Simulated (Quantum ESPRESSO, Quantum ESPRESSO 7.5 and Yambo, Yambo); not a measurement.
**Converging GW for InP (F-43m) in Yambo**

What does each rung of G0W0 on InP (F-43m) cost, and what does it buy?

Method: PBE and many-body steps on it, plane waves, in Quantum ESPRESSO 7.5 and Yambo 5.3.0.

Most raw output is cut from this account.

The database entry behind the starting cell differs from later determinations by our own check (0.1 to 0.3 % short, probably kX units), so it need not match the best structure at ambient conditions.

### 1. The structure

The structure is cubic, space group F-43m (No. 216). Conventional cell: a = 5.861 Å, b = 5.861 Å, c = 5.861 Å, α = 90.00°, β = 90.00°, γ = 90.00°. Nearest to In lie 4 P at 2.54 Å. Nearest to P lie 4 In at 2.54 Å. Farther neighbours are not listed.

The cell and positions come from the Crystallography Open Database and are kept as given unless a step says otherwise.

### 2. Empty states on the mesh, 4×4×4 mesh, 332 bands

This step: Quantum ESPRESSO 7.5; DFT, PBE, plane waves, norm-conserving pseudopotentials.

The sums over transitions need many empty states on a uniform mesh; this step solves for them.

Contents of pw.in:

```
&control
  calculation = 'nscf'
  prefix = 'x'
  outdir = 'o'
  pseudo_dir = 'pseudo'
/
&system
  ibrav = 0
  nat = 2
  ntyp = 2
  ecutwfc = 62.0
  nbnd = 332
  force_symmorphic = .true.
/
&electrons
  conv_thr = 1e-9
  electron_maxstep = 80
  diago_full_acc = .true.
  diago_thr_init = 5e-6
/
ATOMIC_SPECIES
  In 114.82 In.upf
  P 30.974 P.upf
CELL_PARAMETERS angstrom
  -0.0000000000 2.9305000000 2.9305000000
  2.9305000000 -0.0000000000 2.9305000000
  2.9305000000 2.9305000000 -0.0000000000
ATOMIC_POSITIONS crystal
  In 0.0000000000 0.0000000000 0.0000000000
  P 0.2500000000 0.2500000000 0.2500000000
K_POINTS automatic
  4 4 4 0 0 0
```

The run is started by

```bash
$ OMP_NUM_THREADS=1 mpirun -n 4 pw.x -nk 4 -in pw.in > pw.out
```

The job ended after 29 s (4 MPI ranks of Arm Neoverse V1, shared host; peak memory 0.55 GiB; 1.9 min of CPU time).

Numbers from this step:

```
gap                                                           : 0.7094 eV
k of the valence top                                          : 0, 0, 0
k of the conduction bottom                                    : 0, 0, 0
least direct gap                                              : 0.7094 eV
k points computed                                             : 8
lowest point of the top converged band, above the valence top : 186.6966 eV
```

On this mesh the gap is 0.709 eV.

The density comes from a self-consistent run that is not shown.

### 3. Conversion and set-up

This step: Yambo 5.3.0; conversion and set-up on PBE, plane waves, norm-conserving pseudopotentials.

The states are converted to the many-body program's format and the q mesh is built.

The run is started by

```bash
$ (cd o/x.save; p2y > p2y.log; mv SAVE ../..); yambo > setup.log
```

Elapsed: 2.5 s, on 1 MPI rank; peak memory 0.24 GiB.

### 4. 49 bands, 74.8 eV

G0W0 replaces the xc potential by the self-energy, built once from these orbitals. Only a window of levels is corrected, while the sums run over the empty bands that the input names.

This step: G0W0 on PBE, plane waves, norm-conserving pseudopotentials.

Contents of gw1.in:

```
HF_and_locXC
gw0
dyson
ppa
em1d
rim_cut
RandQpts= 1000000
RandGvec= 1 RL
EXXRLvcs= 62 Ry
VXCRLvcs= 248 Ry
Chimod= "HARTREE"
% BndsRnXp
 1 | 49 |
%
NGsBlkXp= 5.5 Ry
% LongDrXp
 1 | 1 | 1 |
%
% GbndRnge
 1 | 49 |
%
DysSolver= "n"
ExtendOut
PPAPntXp= 27.21138 eV
% QPkrange
 1 | 1 | 8 | 11 |
%
```

The run is started by

```bash
$ OMP_NUM_THREADS=1 mpirun -n 4 yambo -F gw1.in -J gw1 -C gw1 > gw1.log
```

The job ended after 14 s (4 MPI ranks; peak memory 1.3 GiB; 51 s of CPU time).

Numbers from this step:

| Quantity | Value |
| --- | --- |
| G0W0 gap on the points computed | 1.040 eV |
| starting gap on the mesh | 0.7094 eV |
| k of the valence top | 0, 0, 0 |
| k of the conduction bottom | 0, 0, 0 |
| least direct G0W0 gap on the computed points | 1.040 eV |
| Z at the valence top | 0.7839 |
| Z at the conduction bottom | 0.7958 |

The gap on the mesh goes from 0.71 eV to 1.04 eV, a correction of +0.33 eV.

### 5. 140 bands, 142.9 eV

Contents of gw2.in:

```
HF_and_locXC
gw0
dyson
ppa
em1d
rim_cut
RandQpts= 1000000
RandGvec= 1 RL
EXXRLvcs= 62 Ry
VXCRLvcs= 248 Ry
Chimod= "HARTREE"
% BndsRnXp
 1 | 140 |
%
NGsBlkXp= 10.5 Ry
% LongDrXp
 1 | 1 | 1 |
%
% GbndRnge
 1 | 140 |
%
DysSolver= "n"
ExtendOut
PPAPntXp= 27.21138 eV
% QPkrange
 1 | 1 | 8 | 11 |
%
```

The run is started by

```bash
$ OMP_NUM_THREADS=1 mpirun -n 4 yambo -F gw2.in -J gw2 -C gw2 > gw2.log
```

Run time: 52 s. Hardware: 4 MPI ranks; peak memory 1.4 GiB.

This step gave:

```yaml
g0w0_gap_on_the_points_computed: 1.053 eV
starting_gap_on_the_mesh: 0.7094 eV
k_of_the_valence_top: 0, 0, 0
k_of_the_conduction_bottom: 0, 0, 0
least_direct_g0w0_gap_on_the_computed_points: 1.053 eV
z_at_the_valence_top: 0.7821
z_at_the_conduction_bottom: 0.7939
```

Against G0W0 in Yambo (4×4×4 mesh, 49 bands, screening to 74.8 eV, Godby-Needs plasmon pole), the gap moves by +0.014 eV.

### 6. 332 bands, 217.7 eV

Contents of gw3.in:

```
HF_and_locXC
gw0
dyson
ppa
em1d
rim_cut
RandQpts= 1000000
RandGvec= 1 RL
EXXRLvcs= 62 Ry
VXCRLvcs= 248 Ry
Chimod= "HARTREE"
% BndsRnXp
 1 | 332 |
%
NGsBlkXp= 16 Ry
% LongDrXp
 1 | 1 | 1 |
%
% GbndRnge
 1 | 332 |
%
DysSolver= "n"
ExtendOut
PPAPntXp= 27.21138 eV
% QPkrange
 1 | 1 | 8 | 11 |
%
```

The run is started by

```bash
$ OMP_NUM_THREADS=1 mpirun -n 4 yambo -F gw3.in -J gw3 -C gw3 > gw3.log
```

Wall time 5.2 min (4 MPI ranks); peak memory 1.9 GiB; 21 min of CPU time.

Numbers from this step:

```
G0W0 gap on the points computed              : 1.079 eV
starting gap on the mesh                     : 0.7094 eV
k of the valence top                         : 0, 0, 0
k of the conduction bottom                   : 0, 0, 0
least direct G0W0 gap on the computed points : 1.079 eV
```

Against G0W0 in Yambo (4×4×4 mesh, 140 bands, screening to 142.9 eV, Godby-Needs plasmon pole), the gap moves by +0.026 eV.

### 7. Side by side

Times are wall times on 4 MPI ranks of Arm Neoverse V1, shared host, good to a factor of about two.

| run | mesh | bands | screening cutoff (eV) | DFT gap (eV) | gap on the mesh (eV) | direct (eV) | time |
| --- | --- | --- | --- | --- | --- | --- | --- |
| 49 bands, 74.8 eV | 4×4×4 | 49 | 74.8 | 0.709 | 1.040 | 1.040 | 14 s |
| 140 bands, 142.9 eV | 4×4×4 | 140 | 142.9 | 0.709 | 1.053 | 1.053 | 52 s |
| 332 bands, 217.7 eV | 4×4×4 | 332 | 217.7 | 0.709 | 1.079 | 1.079 | 5.2 min |

### 8. Outcome

| Property | Result |
| --- | --- |
| 49 bands, 74.8 eV | 1.040 eV |
| 140 bands, 142.9 eV | 1.053 eV |
| 332 bands, 217.7 eV | 1.079 eV |
| known limits | not at the basis limit; exchange with frozen shells missing; no spin-orbit coupling; coarse k mesh |

**Reading.** From the first rung to the last the gap moves by +0.04 eV for 23 times the time. The steps are not yet shrinking, so no limit is drawn. In the G0W0 runs levels were corrected at 1 k point alone, so a gap called «on the mesh» is the least over those, and an edge elsewhere would be missed. The 4×4×4 mesh is coarse for this cell, which bears on the long-range parts of exchange and screening. The norm-conserving file of at least one element keeps a d shell over frozen s and p shells of the same row. Exchange with those shells is missing from the self-energy, an error of 0.3 to 0.9 eV in cases checked, whose sign depends on which edge lies on those atoms. The many-body steps are scalar-relativistic: spin-orbit coupling is not in them.

[Paths, hosts, dates, memory and timing lines, banners, echoed tables and standing remarks are left out of the program output.]

[Logs are printed without paths, hosts, clocks, repeated set-up lines and the standing remarks that a program may print on its own settings, such as how far it seeks lower states.]

[Runs of the session that timed out or met a known fault of the program may be left out.]

[Hosts, paths, dates, database ids (printed as entryN), source tags and the programs' standing remarks are cut or masked in the printed files.]
